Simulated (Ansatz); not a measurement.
# MgBe2 (built on the sites of a database entry of Ba2Cd): from the cell to its phonons, part 2 of 3

Task: relax MgBe2 (built on the sites of a database entry of Ba2Cd), then find its harmonic phonons.

Ansatz 0.2.0; DFT PBEsol, scalar-relativistic, plane waves, PAW.

So far: Set-up; Rough relaxation; Bringing the structure to rest. The relaxed cell has a = 2.763, c = 9.515 Å (conventional setting).

The structure was built from a prototype and need not be the compound's stable phase.

## Step 4: Tight relaxation

Phonons need a cell at rest on their own settings, so the relaxation is repeated with tight tolerances on forces and stress, using the mesh and the filling of the phonon run that follows.

Input file input.yaml:

```yaml
crystal:
  lattice:
    - [-1.3813269965, 1.3813269965, 4.7576002695]
    - [1.3813269965, -1.3813269965, 4.7576002695]
    - [1.3813269965, 1.3813269965, -4.7576002695]
  atoms:
    - { symbol: Be, position: [0.3018678265, 0.3018678265, 0.0] }
    - { symbol: Be, position: [0.6981321735, 0.6981321735, 0.0] }
    - { symbol: Mg, position: [0.0, 0.0, 0.0] }
kpoints:
  mp_grid: { grid: [20, 20, 20] }
hamiltonian:
  xc: pbesol
scf:
  occupations: { method: methfessel_paxton, width: 0.15 }
output:
  forces: true
  stress: true
  eigenvalues: true
  write_density: true
  write_potential: true
  elf: true
  volumetric_format: npy
relax:
  adjacent_minimum: "off"
  f_tol: 0.001
  max_steps: 60
  cell: { stress_tol: 0.01 }
```

On the command line:

```
$ ansatz run input.yaml --threads 4 --pin off --max-ram 7168MiB --backend cpu --events-out ev --progress --plain --runs-dir out
```

Numbers of over 12 decimals in the logs are rounded to 6 here.

The log of the run:

```text
[...]
Crystal: 3 atoms, lattice volume = 36.311 Å³
Basis set: ecut = 420 eV, 723 PW (Γ), FFT grids on a1−a2, a2, a1+a3, exchange–correlation on 54×72×40 points (8 copies of the dense FFT grid, shifted against one another)
Bands: 11, of which v1, the nominal top of the filled ones, is band 7 counted from 1 (6 counted from 0)
Symmetry: 16 space group operations
[...]
--- Relaxed structure (4 steps of the walk, 4 accepted, 1 SCFs on fresh bases) ---
[...]
cell:  # Å, volume = 36.2439 Å³
    - [-1.386831, 1.386831, 4.711156]
    - [1.386831, -1.386831, 4.711156]
    - [1.386831, 1.386831, -4.711156]
  atoms:
    - { symbol: Be, position: [0.301511, 0.301511, 0] }
    - { symbol: Be, position: [0.698489, 0.698489, 0] }
    - { symbol: Mg, position: [0, 0, 0] }
[key lines of the parts left out:]
SCF converged after 5 iterations
Free energy (F): -2091.823348 eV
Fermi energy:    7.247060 eV
P = ⅓ Tr σ = 0.0019 GPa (0.019 kbar)
```

Run time: 21 s. Hardware: 4 threads of Arm Neoverse V2, shared host; peak memory 0.57 GiB; 80 s of CPU time.

Relaxation path:

| step | energy less that of the first step (eV) | largest force component (eV/Å) | pressure (GPa) | volume (Å³) |
| --- | --- | --- | --- | --- |
| 1 | 0.0000 | 0.0307 | -0.08 | 36.31 |
| 2 | -0.0018 | 0.0069 | 0.02 | 36.24 |
| 3 | -0.0018 | 0.0007 | 0.01 | 36.24 |
| 4 | -0.0018 | 0.0003 | 0.00 | 36.24 |
| 5* | -0.0018 | 0.0002 | 0.00 | 36.24 |

Relaxation steps marked * repeat the geometry before them on a plane-wave basis chosen anew for their cell, so energy and pressure can jump there.

The run keeps the 16 symmetry operations that it works with, so distortions that break them were not tested.

| conventional cell, symmetrised | before | after | change |
| --- | --- | --- | --- |
| a (Å) | 2.763 | 2.774 | +0.4 % |
| b (Å) | 2.763 | 2.774 | +0.4 % |
| c (Å) | 9.515 | 9.422 | -1.0 % |
| volume (Å³/atom) | 12.10 | 12.08 | -0.2 % |

The relaxed structure:

```xyz
3
Lattice="-1.3868 1.3868 4.7112 1.3868 -1.3868 4.7112 1.3868 1.3868 -4.7112" Properties=species:S:1:pos:R:3 pbc="T T T"
Be    0.0000    0.0000    2.8409
Be    0.0000    0.0000    6.5814
Mg    0.0000    0.0000    0.0000
```

This step gave:

| Property | Result |
| --- | --- |
| pressure | 0.001863 GPa |
| volume per atom | 12.08 Å³ |

Electrostatic potential energy in the ac plane of the conventional cell at fractional y = 0.000, with atoms of Be and Mg within 0.2 Å of it. With pseudopotentials it is smooth inside the atoms' cores, unlike the true potential.

Ten even steps from '_' (-47 eV) to '@' (9 eV), each cell a mean:
```
____..++##%%@@@@@@%%##==..__
==++**%%%%@@@@@@@@@@%%##**++
%%%%@@@@@@@@@@@@@@@@@@@@@@%%
@@@@@@@@@@@@@@@@@@@@@@@@@@@@
@@@@@@@@@@@@@@@@@@@@@@@@@@@@
++**##%%@@@@@@@@@@@@@@%%##**
__..--**%%@@@@@@@@@@%%**--..
__..--**%%@@@@@@@@@@%%**--..
++**##%%@@@@@@@@@@@@@@%%##++
@@@@@@@@@@@@@@@@@@@@@@@@@@@@
@@@@@@@@@@@@@@@@@@@@@@@@@@@@
@@@@@@@@@@@@@@@@@@@@@@@@@@@@
@@@@@@@@@@@@@@@@@@@@@@@@@@@@
@@@@@@@@@@@@@@@@@@@@@@@@@@@@
%%%%%%@@@@@@@@@@@@@@@@@@%%%%
----++##@@@@@@@@@@@@%%##++--
__..--**%%@@@@@@@@@@%%++::__
::--++##%%@@@@@@@@@@%%##==--
##%%%%@@@@@@@@@@@@@@@@@@%%%%
@@@@@@@@@@@@@@@@@@@@@@@@@@@@
@@@@@@@@@@@@@@@@@@@@@@@@@@@@
##%%%%%%@@@@@@@@@@@@@@%%%%%%
::::==##%%@@@@@@@@%%%%**==::
______==##%%@@@@@@%%**--____
```
Columns run along a (2.8 Å; values clipped at the 3rd and 97th percentile), rows up along c (9.4 Å), edges of the conventional cell, whose origin can differ from the input's. Atoms in or near the plane, at fractional coordinates: Be at (0.00, 0.30), Be at (0.00, 0.70), Mg at (0.00, 0.00).

Valence density in the ac plane of the conventional cell at fractional y = 0.000, with atoms of Be and Mg within 0.2 Å of it. It is the smooth field of the valence electrons, not physical close to the nuclei.

Values in e/Å³, 24 rows by 14 columns, each cell a mean:
```
17 12  5  1  0  0  0  0  0  0  0  2  6 13
 2  1  0  0  0  0  0  0  0  0  0  0  1  1
 0  0  0  0  0  0  0  0  0  0  0  0  0  0
 0  0  0  0  0  0  0  0  0  0  0  0  0  0
 0  0  0  0  0  0  0  0  0  0  0  0  0  0
 0  0  0  0  0  0  0  0  0  0  0  0  0  0
 0  0  0  0  0  0  0  0  0  0  0  0  0  0
 0  0  0  0  0  0  0  0  0  0  0  0  0  0
 0  0  0  0  0  0  0  0  0  0  0  0  0  0
 0  0  0  0  0  0  0  0  0  0  0  0  0  0
 0  0  0  0  0  0  0  0  0  0  0  0  0  0
 0  0  0  0  0  0  0  0  0  0  0  0  0  0
 0  0  0  0  0  0  0  0  0  0  0  0  0  0
 0  0  0  0  0  0  0  0  0  0  0  0  0  0
 0  0  0  0  0  0  0  0  0  0  0  0  0  0
 0  0  0  0  0  0  0  0  0  0  0  0  0  0
 0  0  0  0  0  0  0  0  0  0  0  0  0  0
 0  0  0  0  0  0  0  0  0  0  0  0  0  0
 0  0  0  0  0  0  0  0  0  0  0  0  0  0
 0  0  0  0  0  0  0  0  0  0  0  0  0  0
 0  0  0  0  0  0  0  0  0  0  0  0  0  0
 0  0  0  0  0  0  0  0  0  0  0  0  0  0
 6  4  2  0  0  0  0  0  0  0  0  1  2  4
25 18  8  2  0  0  0  0  0  0  0  2  9 20
```
Columns run along a (2.8 Å), rows up along c (9.4 Å), edges of the conventional cell, whose origin can differ from the input's. Atoms in or near the plane, at fractional coordinates: Be at (0.00, 0.30), Be at (0.00, 0.70), Mg at (0.00, 0.00).

ELF in the ac plane of the conventional cell at fractional y = 0.000, with atoms of Be and Mg within 0.2 Å of it. It is the smooth field of the valence electrons, not physical close to the nuclei.

Values, 24 rows by 14 columns, each cell a mean:
```
0.33 0.36 0.35 0.22 0.09 0.14 0.31 0.39 0.28 0.12 0.10 0.26 0.36 0.35
0.23 0.20 0.15 0.10 0.16 0.30 0.44 0.48 0.41 0.27 0.14 0.11 0.16 0.21
0.14 0.16 0.20 0.29 0.40 0.48 0.53 0.55 0.53 0.47 0.37 0.26 0.19 0.16
0.40 0.41 0.45 0.51 0.55 0.59 0.61 0.61 0.60 0.58 0.54 0.49 0.45 0.41
0.44 0.46 0.52 0.58 0.63 0.66 0.68 0.68 0.67 0.66 0.62 0.57 0.51 0.46
0.19 0.26 0.39 0.55 0.66 0.70 0.72 0.72 0.71 0.69 0.64 0.51 0.36 0.24
0.01 0.04 0.14 0.37 0.59 0.67 0.70 0.71 0.70 0.67 0.55 0.31 0.12 0.03
0.01 0.03 0.12 0.32 0.53 0.62 0.65 0.65 0.64 0.61 0.49 0.26 0.09 0.03
0.23 0.28 0.36 0.48 0.56 0.58 0.59 0.58 0.59 0.58 0.54 0.45 0.34 0.26
0.61 0.61 0.62 0.61 0.59 0.56 0.53 0.52 0.53 0.56 0.59 0.61 0.62 0.61
0.69 0.68 0.66 0.62 0.56 0.50 0.46 0.45 0.47 0.51 0.58 0.63 0.66 0.68
0.68 0.67 0.64 0.60 0.53 0.44 0.39 0.39 0.40 0.46 0.54 0.61 0.65 0.67
0.68 0.67 0.65 0.61 0.54 0.46 0.41 0.41 0.42 0.48 0.56 0.62 0.66 0.68
0.68 0.67 0.65 0.62 0.58 0.53 0.49 0.49 0.50 0.54 0.59 0.63 0.66 0.67
0.49 0.50 0.54 0.57 0.58 0.57 0.55 0.55 0.56 0.57 0.58 0.57 0.53 0.50
0.09 0.13 0.22 0.39 0.54 0.60 0.61 0.61 0.61 0.59 0.51 0.35 0.20 0.11
0.00 0.02 0.10 0.31 0.55 0.64 0.68 0.68 0.67 0.63 0.50 0.25 0.08 0.01
0.04 0.10 0.23 0.45 0.63 0.69 0.72 0.72 0.71 0.69 0.59 0.40 0.20 0.09
0.34 0.38 0.48 0.59 0.66 0.69 0.70 0.71 0.70 0.68 0.64 0.56 0.46 0.37
0.45 0.47 0.51 0.56 0.60 0.63 0.65 0.65 0.64 0.63 0.59 0.55 0.50 0.46
0.29 0.32 0.37 0.44 0.50 0.55 0.58 0.58 0.57 0.55 0.49 0.42 0.36 0.31
0.12 0.12 0.12 0.17 0.29 0.41 0.50 0.52 0.49 0.39 0.25 0.15 0.12 0.12
0.33 0.30 0.24 0.13 0.11 0.22 0.38 0.44 0.35 0.19 0.09 0.16 0.26 0.31
0.26 0.34 0.39 0.27 0.10 0.12 0.28 0.37 0.24 0.10 0.12 0.32 0.39 0.32
```
Columns run along a (2.8 Å), rows up along c (9.4 Å), edges of the conventional cell, whose origin can differ from the input's. Atoms in or near the plane, at fractional coordinates: Be at (0.00, 0.30), Be at (0.00, 0.70), Mg at (0.00, 0.00).

The largest force component left is 0.25 meV/Å and the pressure is 0.002 GPa, within the tolerances set. The cell now holds 12.08 Å³/atom.

## Step 5: Zone-centre response

The zone centre comes first: it holds the modes that light can see, as far as symmetry allows. No field response is asked, since the mesh shows no gap.

input.yaml, the sections that differ from step 4:

```yaml
crystal:
  lattice:
    - [-1.3868309658, 1.3868309658, 4.7111559481]
    - [1.3868309658, -1.3868309658, 4.7111559481]
    - [1.3868309658, 1.3868309658, -4.7111559481]
  atoms:
    - { symbol: Be, position: [0.3015106231, 0.3015106231, 0.0] }
    - { symbol: Be, position: [0.6984893769, 0.6984893769, 0.0] }
    - { symbol: Mg, position: [0.0, 0.0, 0.0] }
output:
  eigenvalues: true
phonons:
  method: dfpt
# kpoints, hamiltonian, scf: as in step 4
# relax: removed
```

The log of the run:

```text
zone centre: on kpoints.mp_grid the ground state, and the responses unless they are solved on pairs of k-points, stand on 1166 of the mesh's 8000 k-points, reduced under 4 symmetry operations, with k and −k counted as one. Each operation leaves every solved displacement unchanged or reverses it
[...]
Crystal: 3 atoms, lattice volume = 36.244 Å³
Basis set: ecut = 420 eV, 739 PW (Γ), exchange–correlation on 72×72×72 points (8 copies of the dense FFT grid, shifted against one another)
Bands: 11, of which v1, the nominal top of the filled ones, is band 7 counted from 1 (6 counted from 0)
Symmetry: 16 space group operations
k-points: 1166 of 8000 (irreducible under 4 space group operations, time reversal used)
[...]
SCF iter   1: F=—  HF=-2091.824627 eV  |F-HF|=—  |Δ(HF+E_count)|=         —  Δρ=2.67e-3  dr2=2.00e-3  ethr=1.77e-3  ⟨swp⟩=5.3  Hψ=80999  notcnv=0
[...]
SCF iter   7: F=-2091.823348 eV  HF=-2091.823348 eV  |F-HF|=1.00e-11  |Δ(HF+E_count)|=   1.01e-9  S|Δr|=    0.00e0  Δρ=1.90e-7  dr2=6.24e-12  ethr=1.00e-12  ⟨swp⟩=4.5  Hψ=59257  notcnv=0
SCF 1 converged in 7 iterations: F = -2091.823348 eV  dr2 = 6.24e-12
[...]
DFPT response loops at Γ: preconditioner auto → Kerker (q_TF=auto, 2.328 Å⁻¹) (partly filled bands, converged f_vac=0.000); β = 1.00, the filter's whole step (`scf.mixing.beta` (0.50) is not read by the response loops under this deck's `scf.mixing.preconditioner`; to damp them name `kerker` or `kerker_dos`, under which they read `scf.mixing.beta`, and type it under 1.00, their step now; both keys bind the ground state too); Broyden in place of MSR1
SCF converged after 7 iterations
[...]
Free energy (F): -2091.823348 eV
[...]
Internal energy: -2091.824058 eV  (E = F + TS)
E sigma→0 (E₀):  -2091.823525 eV
Entropy (-TS):   0.000710 eV (0.237 meV/atom)
Fermi energy:    7.247060 eV
[...]
--- Band table (eV; the first three rows and the last of 1166) ---
  k-point 0: bands = [... 3 lower, -35.0123, -2.1458, 3.4601, 4.1044, 11.9099, 11.9099, 16.7557, 17.2819]
  k-point 1: bands = [... 3 lower, -35.0140, -2.0636, 3.5376, 4.1819, 11.4196, 11.8050, 15.4356, 16.7066]
  k-point 2: bands = [... 3 lower, -35.0190, -1.8176, 3.7700, 4.4125, 10.3588, 11.5282, 14.0211, 15.6652]
  k-point 1165: bands = [... 3 lower, -35.0123, -1.0629, -0.1746, 9.9741, 11.7292, 11.7292, 11.8205, 15.4962]
--- Phonons (Γ-DFPT): 4 representative perturbations + reference, on 1166 of 8000 k-points (Σ response iterations 11) ---
  k mesh reduced under 4 symmetry operations, with k and −k counted as one. Each operation leaves every solved displacement unchanged or reverses it
  ASR residual: 1.023e-4 → 0.000e0 eV/Å²; symmetrization residual: 9.921e-7 eV/Å²
  ASR residual per site (eV/Å²): 3.65e-5 3.65e-5 1.02e-4
  Γ frequencies (cm⁻¹): 0.00 0.00 0.00 269.08 269.08 357.88 497.45 562.23 562.23
  non-analytic LO–TO correction: not included (Born effective charges unavailable; polar crystals: no LO–TO splitting at Γ)
```

Elapsed: 61 s, on 4 threads; peak memory 1.6 GiB; 3.9 min of CPU time.

Numbers from this step:

```yaml
sum_rule_residual_before_enforcement: 1.02e-4 eV/Å²
point_group: 4/mmm
highest_optical_mode_at_the_zone_centre_no_lo_to_term: 562.2 cm⁻¹
lowest_optical_zone_centre_mode: 269.1 cm⁻¹
```

Patterns of degenerate modes are one choice out of their space. The modes at Γ (shares of kinetic energy by element, %):

| mode | frequency (cm⁻¹) | symmetry | Be % | Mg % |
| --- | --- | --- | --- | --- |
| 1 | 0.0 | acoustic | 43 | 57 |
| 2 | 0.0 | acoustic | 43 | 57 |
| 3 | 0.0 | acoustic | 43 | 57 |
| 4 | 269.1 | Eu | 57 | 43 |
| 5 | 269.1 | Eu | 57 | 43 |
| 6 | 357.9 | A2u | 57 | 43 |
| 7 | 497.4 | A1g | 100 | 0 |
| 8 | 562.2 | Eg | 100 | 0 |
| 9 | 562.2 | Eg | 100 | 0 |

Displacements in mode 4 (269.1 cm⁻¹), the largest set to 1:
```
Be1 -1.00  0.00  0.00
Be2 -1.00  0.00  0.00
Mg3  0.74  0.00  0.00
```

Displacements in mode 7 (497.4 cm⁻¹), the largest set to 1:
```
Be1  0.00  0.00  1.00
Be2  0.00  0.00 -1.00
Mg3  0.00  0.00  0.00
```

Before it was imposed, the acoustic sum rule was missed by 1.0e-4 eV/Å². Small misses are needed for a sound result but don't prove that mesh and cutoff are converged. The lowest optical mode is real, 269 cm⁻¹.

(Continued in part 3 of 3.)

[Logs are printed without paths, hosts, clocks, repeated set-up lines and the standing remarks that a program may print on its own settings, such as how far it seeks lower states.]

[Hosts, paths, dates, database ids (printed as entryN), source tags and the programs' standing remarks are cut or masked in the printed files.]
